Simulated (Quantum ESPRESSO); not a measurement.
# SrCl2 (Fm-3m): the LO frequency by hand

Aim: work out the LO frequency and the static dielectric constant of SrCl2 (Fm-3m) from one linear-response run, then check them.

Calculated with Quantum ESPRESSO 7.5; DFT LDA, scalar-relativistic, plane waves, PseudoDojo norm-conserving pseudopotentials.

### Step 1. The relaxed structure

It takes space group Fm-3m (No. 225, cubic). Conventional cell: a = 6.799 Å, b = 6.799 Å, c = 6.799 Å, α = 90.00°, β = 90.00°, γ = 90.00°. Sr has 8 Cl at 2.94 Å nearest. Nearest to Cl lie 4 Sr at 2.94 Å. Farther neighbours and most contacts between anions are not listed.

This is the cell after its relaxation at this level of theory, not the database cell from which that began.

### Step 2. What the response run gave

A linear-response run on the relaxed cell, with the response to an electric field; only its zone-centre results are used. Cutoff 75 Ry, k mesh 8×8×8.

The log of the run:

```text
[banners, grids, parts of the stress and lines that vanish by symmetry left out]
Program PHONON v.7.5
     Reading xml data from directory:

[...]
Exchange-correlation= PW
                           (   1   4   0   0   0   0   0)
[...]
kinetic-energy cut-off    =      75.0000  Ry
     charge density cut-off    =     300.0000  Ry
     convergence threshold     =      1.0E-18
[...]
Exchange-correlation= PW
                           (   1   4   0   0   0   0   0)
[...]
q = (   0.0000000   0.0000000   0.0000000 )
     49 Sym.Ops. (with q -> -q+G )
     G cutoff = 1254.4336  (  46367 G-vectors)     FFT grid: ( 54, 54, 54)
     number of k points=    29
[...]
Mode symmetry, O_h (m-3m)  point group:
[...]
Dielectric constant
[...]
End of electric fields calculation
          Dielectric constant in cartesian axis
          (       3.130720866      -0.000000000      -0.000000000 )
          (      -0.000000000       3.130720866       0.000000000 )
          (      -0.000000000       0.000000000       3.130720866 )
          Effective charges (d Force / dE) in cartesian axis without acoustic sum rule applied (asr)
           atom    1  Sr    Mean Z*:        2.48877
      Ex  (        2.48877        0.00000        0.00000 )
      Ey  (        0.00000        2.48877        0.00000 )
      Ez  (       -0.00000        0.00000        2.48877 )
           atom    2  Cl    Mean Z*:       -1.24471
      Ex  (       -1.24471       -0.00000       -0.00000 )
      Ey  (        0.00000       -1.24471       -0.00000 )
      Ez  (       -0.00000       -0.00000       -1.24471 )
           atom    3  Cl    Mean Z*:       -1.24471
      Ex  (       -1.24471       -0.00000        0.00000 )
      Ey  (        0.00000       -1.24471        0.00000 )
      Ez  (        0.00000        0.00000       -1.24471 )
          Effective charges Sum: Mean:       -0.00064
[...]
Effective charges (d Force / dE) in cartesian axis with asr applied:
           atom    1  Sr    Mean Z*:        2.48898
[...]
atom    2  Cl    Mean Z*:       -1.24449
[...]
atom    3  Cl    Mean Z*:       -1.24449
[...]
Representation #   1 modes #   1   2   3
[...]
End of self-consistent calculation
     Convergence has been achieved
     Representation #   2 modes #   4   5   6
[...]
End of self-consistent calculation
     Convergence has been achieved
     Representation #   3 modes #   7   8   9
[...]
End of self-consistent calculation
     Convergence has been achieved
[...]
Dielectric constant in cartesian axis
          (       3.130720866      -0.000000000      -0.000000000 )
          (      -0.000000000       3.130720866       0.000000000 )
          (      -0.000000000       0.000000000       3.130720866 )
          Effective charges (d Force / dE) in cartesian axis without acoustic sum rule applied (asr)
           atom    1  Sr    Mean Z*:        2.48877
      Ex  (        2.48877        0.00000        0.00000 )
      Ey  (        0.00000        2.48877        0.00000 )
      Ez  (       -0.00000        0.00000        2.48877 )
           atom    2  Cl    Mean Z*:       -1.24471
      Ex  (       -1.24471       -0.00000       -0.00000 )
      Ey  (        0.00000       -1.24471       -0.00000 )
      Ez  (       -0.00000       -0.00000       -1.24471 )
           atom    3  Cl    Mean Z*:       -1.24471
      Ex  (       -1.24471       -0.00000        0.00000 )
      Ey  (        0.00000       -1.24471        0.00000 )
      Ez  (        0.00000        0.00000       -1.24471 )
          Effective charges Sum: Mean:       -0.00064
[...]
Effective charges (d Force / dE) in cartesian axis with asr applied:
           atom    1  Sr    Mean Z*:        2.48898
[...]
atom    2  Cl    Mean Z*:       -1.24449
[...]
atom    3  Cl    Mean Z*:       -1.24449
[...]
q = (    0.000000000   0.000000000   0.000000000 )
[...]
freq (    1) =      -0.008734 [THz] =      -0.291336 [cm-1]
     freq (    2) =      -0.008734 [THz] =      -0.291336 [cm-1]
     freq (    3) =      -0.008734 [THz] =      -0.291336 [cm-1]
     freq (    4) =       4.657217 [THz] =     155.348043 [cm-1]
     freq (    5) =       4.657217 [THz] =     155.348043 [cm-1]
     freq (    6) =       4.657217 [THz] =     155.348043 [cm-1]
     freq (    7) =       5.742958 [THz] =     191.564452 [cm-1]
     freq (    8) =       5.742958 [THz] =     191.564452 [cm-1]
     freq (    9) =       5.742958 [THz] =     191.564452 [cm-1]
[...]
Mode symmetry, O_h (m-3m)  point group:
     freq (   1-   3) =         -0.3  [cm-1]   --> T_1u G_15  G_4- I
     freq (   4-   6) =        155.3  [cm-1]   --> T_1u G_15  G_4- I
     freq (   7-   9) =        191.6  [cm-1]   --> T_2g G_25' G_5+ R

   JOB DONE.
```

```tsv
quantity	value
cell volume Ω (Å³)	78.573
mass of Sr (u)	87.620
mass of Cl (u)	35.450
Born charge of Sr, raw (e)	2.489
Born charge of Cl, raw (e)	-1.245
ε∞	3.131
ω(TO) after the sum rule (cm⁻¹)	155.3
```

### Step 3. The calculation

The charges must sum to zero over the cell; taking off their mean, 0.000 e, leaves Z* = 2.489 e on Sr. In the polar mode Sr moves against the two Cl, so the reduced mass is μ = 87.62 × 70.90 / 158.52 = 39.189 u.

A longitudinal wave builds up a field that adds to the restoring force: ω(LO)² = ω(TO)² + 4π Z*² / (μ Ω ε∞), in Hartree atomic units. With μ = 71437 electron masses and Ω = 530.24 bohr³ the second term is 6.5648e-07 Ha², or 31622 cm⁻² (1 Ha = 219474.6 cm⁻¹).

So ω(LO) = √(24134 + 31622) = 236.1 cm⁻¹, and by the Lyddane-Sachs-Teller relation ε₀ = ε∞ (ω(LO)/ω(TO))² = 7.23.

### Step 4. Check against the program

The analysis program adds the same non-analytic term to the full matrix, here for q along (1 0 0).

The log of the run:

```text
[banners, grids, parts of the stress and lines that vanish by symmetry left out]
[banner, memory and clock lines left out]
Program DYNMAT v.7.5

     Reading Dynamical Matrix from file g.dyn
     ...Force constants read
     ...epsilon and Z* read

     Polarizability (A^3 units)
     multiply by 0.584713 for Clausius-Mossotti correction
        13.322611   -0.000000   -0.000000
        -0.000000   13.322611    0.000000
        -0.000000    0.000000   13.322611

     IR activities are in (D/A)^2/amu units

# mode   [cm-1]    [THz]      IR
    1     -0.00   -0.0000    0.0000
    2     -0.00   -0.0000    0.0000
[...]
8    191.57    5.7430    0.0000
    9    236.12    7.0788    3.6471

[end of the log left out, with the tail of the file of modes that dynmat.x writes under the same name]
```

ε₀ comes from the program's run without a direction of q.

```tsv
quantity	by hand	program
ω(LO) (cm⁻¹)	236.1	236.1
ε₀	7.23	7.23
```

### Step 5. What came out

| Item | Value |
| --- | --- |
| TO mode | 155.3 cm⁻¹ |
| LO mode | 236.1 cm⁻¹ |
| static dielectric constant | 7.233 |

What this shows: The LO mode of SrCl2 (Fm-3m) lies at 236 cm⁻¹, 81 cm⁻¹ above the TO mode; the formula meets the program within 0.1 cm⁻¹, as it must for a cubic crystal with one polar mode. ω(LO)² − ω(TO)² goes with Z*²/ε∞: an error of 5 % in ε∞ would move the LO mode by 3.2 cm⁻¹, and semilocal functionals tend to overestimate ε∞. These are harmonic values at zero temperature, at the volume of this functional, for the structure held cubic; stability elsewhere in the zone is no part of this calculation.

[Host names and launcher messages were left out of these logs when they were recorded.]

[Logs are printed without paths, hosts, clocks, repeated set-up lines and the standing remarks that a program may print on its own settings, such as how far it seeks lower states.]

[Hosts, paths, dates, database ids (printed as entryN), source tags and the programs' standing remarks are cut or masked in the printed files.]
